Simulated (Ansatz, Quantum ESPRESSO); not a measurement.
# Evanescent states of KBr, rock salt type, lattice constant set to 6.796 Å, part 2 of 4

Wanted: the complex band structure of KBr, rock salt type, lattice constant set to 6.796 Å, as for a tunnel barrier.

Quantum ESPRESSO 7.5; plane-wave DFT, LDA, PseudoDojo norm-conserving pseudopotentials; cross-check by Ansatz 0.2.0 with PAW datasets.

So far. Step 2 (SCF with pw.x): The run needed 8 iterations to bring the estimated error under 1e-09 Ry.

### 3. Complex bands with pwcond.x

Level of this step: complex band structure by pwcond; plane-wave DFT, LDA, PseudoDojo norm-conserving pseudopotentials (Quantum ESPRESSO).

ikind = 0 solves one period of the crystal for all kz, real and complex, at each energy and k across. ewind and epsproj trim the two-dimensional plane-wave basis; nz1 sets the subslabs.

cbs.in

```
&inputcond
  outdir = './out'
  prefixl = 'scf'
  band_file = 'cbs'
  ikind = 0
  ewind = 4.0
  epsproj = 1e-05
  nz1 = 7
  energy0 = 7.44
  denergy = -0.24
/
4
  0.00000000 0.00000000 1.00000000
  0.50000000 0.00000000 1.00000000
  0.50000000 0.50000000 1.00000000
  0.25000000 0.00000000 1.00000000
40
```

Launch:

```console
OMP_NUM_THREADS=1 mpirun -n 2 pwcond.x -in cbs.in > cbs.out
```

Output:

```text
[banner, memory and clock lines left out]
Program PWCOND v.7.5 starts

          URL

     ./out/scf.save/

     IMPORTANT: XC functional enforced from input :
     Exchange-correlation= PW
                           (   1   4   0   0   0   0   0)
     Any further DFT definition will be discarded
     Please, verify this is what you really want

     Reading collected, re-writing distributed wavefunctions

===== INPUT FILE containing the left lead =====

     GEOMETRY:

     lattice parameter (alat)  =       9.0811  a.u.
     the volume                =    1059.0750 (a.u.)^3
     the cross section         =      82.4659 (a.u.)^2
     l of the unit cell        =       1.4142 (alat)
     number of atoms/cell      =            4
     number of atomic types    =            2

     crystal axes: (cart. coord. in units of alat)
               a(1) = (  1.0000  0.0000  0.0000 )
               a(2) = (  0.0000  1.0000  0.0000 )
               a(3) = (  0.0000  0.0000  1.4142 )

   Cartesian axes

     site n.     atom                  positions (alat units)
          1        K      tau(  1)=(  0.0000  0.0000  1.4142  )
          2        Br     tau(  2)=(  0.5000  0.5000  1.4142  )
          3        K      tau(  3)=(  0.5000  0.5000  0.7071  )
          4        Br     tau(  4)=(  0.0000  0.0000  0.7071  )

     nr1s                      =           48
     nr2s                      =           48
     nr3s                      =           72
     nr1sx                     =           48
     nr2sx                     =           48
     nr3sx                     =           72
     nr1                       =           48
     nr2                       =           48
     nr3                       =           72
     nr1x                      =           48
     nr2x                      =           48
     nr3x                      =           72

 _______________________________
  Radii of nonlocal spheres:

     type       ibeta     ang. mom.          radius (alat units)
       K          1         0                    0.1476
       K          2         0                    0.1487
       K          3         1                    0.1597
       K          4         1                    0.1597
       K          5         2                    0.1762
       K          6         2                    0.1784
       Br         1         0                    0.1960
       Br         2         0                    0.1993
       Br         3         1                    0.1674
       Br         4         1                    0.1696
       Br         5         2                    0.2147
       Br         6         2                    0.2147
----- General information -----

----- Complex band structure calculation -----

     nrx                       =           48
     nry                       =           48
     nz1                       =            7

     energy0               =         7.4E+00
     denergy               =        -2.4E-01
     nenergy               =         40
     ecut2d                =         6.6E+01
     ewind                 =         4.0E+00
     epsproj               =         1.0E-05

     number of k_|| points=    4
                       cryst. coord.
        k(    1) = (   0.0000000   0.0000000), wk =   0.2500000
        k(    2) = (   0.5000000   0.0000000), wk =   0.2500000
        k(    3) = (   0.5000000   0.5000000), wk =   0.2500000
        k(    4) = (   0.2500000   0.0000000), wk =   0.2500000
----- Information about left lead -----

     nocros                   =           36
     noins                    =           36
     norb                     =          108
     norbf                    =          108
     nrz                      =           72

      iorb      type   ibeta   ang. mom.   m       position (alat)
        1        1       1        0        1   taunew(   1)=(  0.0000  0.0000  0.0000)
        2        1       2        0        1   taunew(   2)=(  0.0000  0.0000  0.0000)
        3        1       3        1        1   taunew(   3)=(  0.0000  0.0000  0.0000)
        4        1       3        1        2   taunew(   4)=(  0.0000  0.0000  0.0000)
        5        1       3        1        3   taunew(   5)=(  0.0000  0.0000  0.0000)
        6        1       4        1        1   taunew(   6)=(  0.0000  0.0000  0.0000)
        7        1       4        1        2   taunew(   7)=(  0.0000  0.0000  0.0000)
        8        1       4        1        3   taunew(   8)=(  0.0000  0.0000  0.0000)
        9        1       5        2        1   taunew(   9)=(  0.0000  0.0000  0.0000)
       10        1       5        2        2   taunew(  10)=(  0.0000  0.0000  0.0000)
       11        1       5        2        3   taunew(  11)=(  0.0000  0.0000  0.0000)
       12        1       5        2        4   taunew(  12)=(  0.0000  0.0000  0.0000)
       13        1       5        2        5   taunew(  13)=(  0.0000  0.0000  0.0000)
       14        1       6        2        1   taunew(  14)=(  0.0000  0.0000  0.0000)
       15        1       6        2        2   taunew(  15)=(  0.0000  0.0000  0.0000)
       16        1       6        2        3   taunew(  16)=(  0.0000  0.0000  0.0000)
       17        1       6        2        4   taunew(  17)=(  0.0000  0.0000  0.0000)
       18        1       6        2        5   taunew(  18)=(  0.0000  0.0000  0.0000)
       19        2       1        0        1   taunew(  19)=(  0.5000  0.5000  0.0000)
       20        2       2        0        1   taunew(  20)=(  0.5000  0.5000  0.0000)
       21        2       3        1        1   taunew(  21)=(  0.5000  0.5000  0.0000)
       22        2       3        1        2   taunew(  22)=(  0.5000  0.5000  0.0000)
       23        2       3        1        3   taunew(  23)=(  0.5000  0.5000  0.0000)
       24        2       4        1        1   taunew(  24)=(  0.5000  0.5000  0.0000)
       25        2       4        1        2   taunew(  25)=(  0.5000  0.5000  0.0000)
       26        2       4        1        3   taunew(  26)=(  0.5000  0.5000  0.0000)
       27        2       5        2        1   taunew(  27)=(  0.5000  0.5000  0.0000)
       28        2       5        2        2   taunew(  28)=(  0.5000  0.5000  0.0000)
       29        2       5        2        3   taunew(  29)=(  0.5000  0.5000  0.0000)
       30        2       5        2        4   taunew(  30)=(  0.5000  0.5000  0.0000)
       31        2       5        2        5   taunew(  31)=(  0.5000  0.5000  0.0000)
       32        2       6        2        1   taunew(  32)=(  0.5000  0.5000  0.0000)
       33        2       6        2        2   taunew(  33)=(  0.5000  0.5000  0.0000)
       34        2       6        2        3   taunew(  34)=(  0.5000  0.5000  0.0000)
       35        2       6        2        4   taunew(  35)=(  0.5000  0.5000  0.0000)
       36        2       6        2        5   taunew(  36)=(  0.5000  0.5000  0.0000)
       37        1       1        0        1   taunew(  37)=(  0.5000  0.5000  0.7071)
       38        1       2        0        1   taunew(  38)=(  0.5000  0.5000  0.7071)
       39        1       3        1        1   taunew(  39)=(  0.5000  0.5000  0.7071)
       40        1       3        1        2   taunew(  40)=(  0.5000  0.5000  0.7071)
       41        1       3        1        3   taunew(  41)=(  0.5000  0.5000  0.7071)
       42        1       4        1        1   taunew(  42)=(  0.5000  0.5000  0.7071)
       43        1       4        1        2   taunew(  43)=(  0.5000  0.5000  0.7071)
       44        1       4        1        3   taunew(  44)=(  0.5000  0.5000  0.7071)
       45        1       5        2        1   taunew(  45)=(  0.5000  0.5000  0.7071)
       46        1       5        2        2   taunew(  46)=(  0.5000  0.5000  0.7071)
       47        1       5        2        3   taunew(  47)=(  0.5000  0.5000  0.7071)
       48        1       5        2        4   taunew(  48)=(  0.5000  0.5000  0.7071)
       49        1       5        2        5   taunew(  49)=(  0.5000  0.5000  0.7071)
       50        1       6        2        1   taunew(  50)=(  0.5000  0.5000  0.7071)
       51        1       6        2        2   taunew(  51)=(  0.5000  0.5000  0.7071)
       52        1       6        2        3   taunew(  52)=(  0.5000  0.5000  0.7071)
       53        1       6        2        4   taunew(  53)=(  0.5000  0.5000  0.7071)
       54        1       6        2        5   taunew(  54)=(  0.5000  0.5000  0.7071)
       55        2       1        0        1   taunew(  55)=(  0.0000  0.0000  0.7071)
       56        2       2        0        1   taunew(  56)=(  0.0000  0.0000  0.7071)
       57        2       3        1        1   taunew(  57)=(  0.0000  0.0000  0.7071)
       58        2       3        1        2   taunew(  58)=(  0.0000  0.0000  0.7071)
       59        2       3        1        3   taunew(  59)=(  0.0000  0.0000  0.7071)
       60        2       4        1        1   taunew(  60)=(  0.0000  0.0000  0.7071)
       61        2       4        1        2   taunew(  61)=(  0.0000  0.0000  0.7071)
       62        2       4        1        3   taunew(  62)=(  0.0000  0.0000  0.7071)
       63        2       5        2        1   taunew(  63)=(  0.0000  0.0000  0.7071)
       64        2       5        2        2   taunew(  64)=(  0.0000  0.0000  0.7071)
       65        2       5        2        3   taunew(  65)=(  0.0000  0.0000  0.7071)
       66        2       5        2        4   taunew(  66)=(  0.0000  0.0000  0.7071)
       67        2       5        2        5   taunew(  67)=(  0.0000  0.0000  0.7071)
       68        2       6        2        1   taunew(  68)=(  0.0000  0.0000  0.7071)
       69        2       6        2        2   taunew(  69)=(  0.0000  0.0000  0.7071)
       70        2       6        2        3   taunew(  70)=(  0.0000  0.0000  0.7071)
       71        2       6        2        4   taunew(  71)=(  0.0000  0.0000  0.7071)
       72        2       6        2        5   taunew(  72)=(  0.0000  0.0000  0.7071)
       73        1       1        0        1   taunew(  73)=(  0.0000  0.0000  1.4142)
       74        1       2        0        1   taunew(  74)=(  0.0000  0.0000  1.4142)
       75        1       3        1        1   taunew(  75)=(  0.0000  0.0000  1.4142)
       76        1       3        1        2   taunew(  76)=(  0.0000  0.0000  1.4142)
       77        1       3        1        3   taunew(  77)=(  0.0000  0.0000  1.4142)
       78        1       4        1        1   taunew(  78)=(  0.0000  0.0000  1.4142)
       79        1       4        1        2   taunew(  79)=(  0.0000  0.0000  1.4142)
       80        1       4        1        3   taunew(  80)=(  0.0000  0.0000  1.4142)
       81        1       5        2        1   taunew(  81)=(  0.0000  0.0000  1.4142)
       82        1       5        2        2   taunew(  82)=(  0.0000  0.0000  1.4142)
       83        1       5        2        3   taunew(  83)=(  0.0000  0.0000  1.4142)
       84        1       5        2        4   taunew(  84)=(  0.0000  0.0000  1.4142)
       85        1       5        2        5   taunew(  85)=(  0.0000  0.0000  1.4142)
       86        1       6        2        1   taunew(  86)=(  0.0000  0.0000  1.4142)
       87        1       6        2        2   taunew(  87)=(  0.0000  0.0000  1.4142)
       88        1       6        2        3   taunew(  88)=(  0.0000  0.0000  1.4142)
       89        1       6        2        4   taunew(  89)=(  0.0000  0.0000  1.4142)
       90        1       6        2        5   taunew(  90)=(  0.0000  0.0000  1.4142)
       91        2       1        0        1   taunew(  91)=(  0.5000  0.5000  1.4142)
       92        2       2        0        1   taunew(  92)=(  0.5000  0.5000  1.4142)
       93        2       3        1        1   taunew(  93)=(  0.5000  0.5000  1.4142)
       94        2       3        1        2   taunew(  94)=(  0.5000  0.5000  1.4142)
       95        2       3        1        3   taunew(  95)=(  0.5000  0.5000  1.4142)
       96        2       4        1        1   taunew(  96)=(  0.5000  0.5000  1.4142)
       97        2       4        1        2   taunew(  97)=(  0.5000  0.5000  1.4142)
       98        2       4        1        3   taunew(  98)=(  0.5000  0.5000  1.4142)
       99        2       5        2        1   taunew(  99)=(  0.5000  0.5000  1.4142)
      100        2       5        2        2   taunew( 100)=(  0.5000  0.5000  1.4142)
      101        2       5        2        3   taunew( 101)=(  0.5000  0.5000  1.4142)
      102        2       5        2        4   taunew( 102)=(  0.5000  0.5000  1.4142)
      103        2       5        2        5   taunew( 103)=(  0.5000  0.5000  1.4142)
      104        2       6        2        1   taunew( 104)=(  0.5000  0.5000  1.4142)
      105        2       6        2        2   taunew( 105)=(  0.5000  0.5000  1.4142)
      106        2       6        2        3   taunew( 106)=(  0.5000  0.5000  1.4142)
      107        2       6        2        4   taunew( 107)=(  0.5000  0.5000  1.4142)
      108        2       6        2        5   taunew( 108)=(  0.5000  0.5000  1.4142)
 ngper, shell number =          437          58
 ngper, n2d =          437         117
---  E-Ef =    7.4400000  k =    0.0000000   0.0000000
---  ie =          1  ik =          1
 Nchannels of the left tip =            2
 Right moving states:
   k1(2pi/a)   k2(2pi/a)   E-Ef (eV)
   0.1374808  -0.0000000   7.4400000
   0.1374808  -0.0000000   7.4400000
 Left moving states:
   k1(2pi/a)   k2(2pi/a)   E-Ef (eV)
  -0.1374808  -0.0000000   7.4400000
  -0.1374808  -0.0000000   7.4400000

---  E-Ef =    7.2000000  k =    0.0000000   0.0000000
---  ie =          2  ik =          1
 Nchannels of the left tip =            1
 Right moving states:
   k1(2pi/a)   k2(2pi/a)   E-Ef (eV)
  -0.1361268   0.0000000   7.2000000
 Left moving states:
   k1(2pi/a)   k2(2pi/a)   E-Ef (eV)
   0.1361268   0.0000000   7.2000000
[... further energies and points left out ...]
---  E-Ef =   -1.6800000  k =    0.2500000   0.0000000
---  ie =         39  ik =          4
 Nchannels of the left tip =            0
 Right moving states:
   k1(2pi/a)   k2(2pi/a)   E-Ef (eV)
 Left moving states:
   k1(2pi/a)   k2(2pi/a)   E-Ef (eV)

---  E-Ef =   -1.9200000  k =    0.2500000   0.0000000
---  ie =         40  ik =          4
 Nchannels of the left tip =            0
 Right moving states:
   k1(2pi/a)   k2(2pi/a)   E-Ef (eV)
 Left moving states:
   k1(2pi/a)   k2(2pi/a)   E-Ef (eV)

Note: The following floating-point exceptions are signalling: IEEE_UNDERFLOW_FLAG IEEE_DENORMAL
Note: The following floating-point exceptions are signalling: IEEE_UNDERFLOW_FLAG IEEE_DENORMAL
```

Elapsed: 4.4 min, on 2 MPI ranks of Intel Xeon Platinum 8488C (Sapphire Rapids), shared host; peak memory 0.18 GiB.

Read from the output:

| Quantity | Value |
| --- | --- |
| peak of the smallest κ at the zone centre | 0.315 Å⁻¹ |
| energy of the peak at the zone centre | 1.68 eV |
| peak of the smallest κ at (1/2, 0) | 0.632 Å⁻¹ |
| peak of the smallest κ at (1/2, 1/2) | 0.458 Å⁻¹ |
| peak of the smallest κ at (1/4, 0) | 0.415 Å⁻¹ |

K across = (0, 0) in the cell's reciprocal vectors; values within 0.0025 1/Å of each other count once, columns are sorted by size at each energy, a dash where no further value was kept. The Im kz of the slowest decaying states by energy, zero at the highest filled level of the SCF mesh:

```
energy (eV)  decay 1 (Å⁻¹)  decay 2 (Å⁻¹)  decay 3 (Å⁻¹)
      -1.92          0.516           1.08           1.45
      -1.44          0.438           1.00           1.41
      -0.96          0.293          0.912           1.36
      -0.48          0.382          0.602            0.9
      -0.24           0.44          0.978           1.29
       0.00           0.01          0.475           1.01
       0.24           0.18           0.42          0.498
       0.72          0.269          0.528          0.586
       1.20          0.304          0.543          0.647
       1.68          0.315           0.55          0.672
       2.16          0.308          0.551           0.68
       2.64          0.283          0.546          0.675
       2.88          0.263          0.542          0.669
       3.36          0.199          0.531          0.651
       3.84          0.515          0.627          0.736
       4.32          0.495          0.596          0.635
       4.80          0.471          0.512          0.558
       5.28          0.342           0.44          0.512
       5.76          0.403          0.456          0.559
       6.00           0.38          0.423          0.528
       6.48          0.317          0.344          0.464
       6.96          0.231          0.234          0.394
       7.44          0.107          0.235          0.308
```

K across = (0, 0) in the cell's reciprocal vectors. The Re kz of states that move upwards by energy, zero at the highest filled level of the SCF mesh:

```
energy (eV)  channel 1 (Å⁻¹)  channel 2 (Å⁻¹)  channel 3 (Å⁻¹)
      -1.92                -                -                -
      -1.68                -                -                -
      -1.44                -                -                -
      -1.20                -                -                -
      -0.96                -                -                -
      -0.72            0.376                -                -
      -0.48           -0.347                -                -
      -0.24           -0.215            0.211            0.211
       0.00         -0.00584         -0.00584                -
       0.24                -                -                -
       0.72                -                -                -
       0.96                -                -                -
       1.20                -                -                -
       1.44                -                -                -
       1.68                -                -                -
       1.92                -                -                -
       2.16                -                -                -
       2.40                -                -                -
       2.64                -                -                -
       2.88                -                -                -
       3.12                -                -                -
       3.36                -                -                -
       3.60                -                -                -
       3.84           0.0421                -                -
       4.08            0.166                -                -
       4.32            0.239                -                -
       4.56            0.301                -                -
       4.80            0.359                -                -
       5.28           -0.454                -                -
       5.52           -0.398                -                -
       5.76           -0.340            0.185                -
       6.00           -0.278            0.336                -
       6.24           -0.207            0.442                -
       6.48           -0.393          -0.0992                -
       6.72           -0.309                -                -
       6.96           -0.225                -                -
       7.20           -0.126                -                -
       7.44            0.127            0.127                -
```

K across = (1/2, 0) in the cell's reciprocal vectors; values within 0.0025 1/Å of each other count once, columns are sorted by size at each energy, a dash where no further value was kept. The Im kz of the slowest decaying states by energy, zero at the highest filled level of the SCF mesh:

```
energy (eV)  decay 1 (Å⁻¹)  decay 2 (Å⁻¹)  decay 3 (Å⁻¹)
      -1.92          0.464           1.03           1.05
      -1.44          0.338          0.969           1.65
      -0.96          0.867          0.886           1.61
      -0.48          0.184          0.662          0.757
      -0.24          0.266          0.405          0.613
       0.00          0.556          0.682           1.52
       0.24          0.603           0.76           1.49
       0.72           0.59          0.712          0.827
       1.20          0.571          0.778          0.855
       1.68          0.567          0.803          0.865
       2.16          0.564          0.812          0.864
       2.64          0.559          0.813          0.855
       2.88          0.555          0.812          0.849
       3.36          0.546          0.808          0.832
       3.84          0.534           0.81          0.986
       4.32          0.521          0.784          0.842
       4.80          0.509          0.753          0.774
       5.28          0.501          0.685          0.718
       5.76          0.501          0.555          0.676
       6.00          0.216          0.497          0.653
       6.48          0.175          0.468          0.602
       6.96          0.106          0.415           0.54
       7.44           0.34          0.464          0.619
```

(Continued in part 3 of 4.)

[Logs are printed without paths, hosts, clocks, repeated set-up lines and the standing remarks that a program may print on its own settings, such as how far it seeks lower states.]

[Hosts, paths, dates, database ids (printed as entryN), source tags and the programs' standing remarks are cut or masked in the printed files.]

[Maps of the electrostatic potential energy from Ansatz leave out the sawtooth potential of an applied field or a dipole correction, so their vacuum need not be flat; planar profiles and work functions include it.]
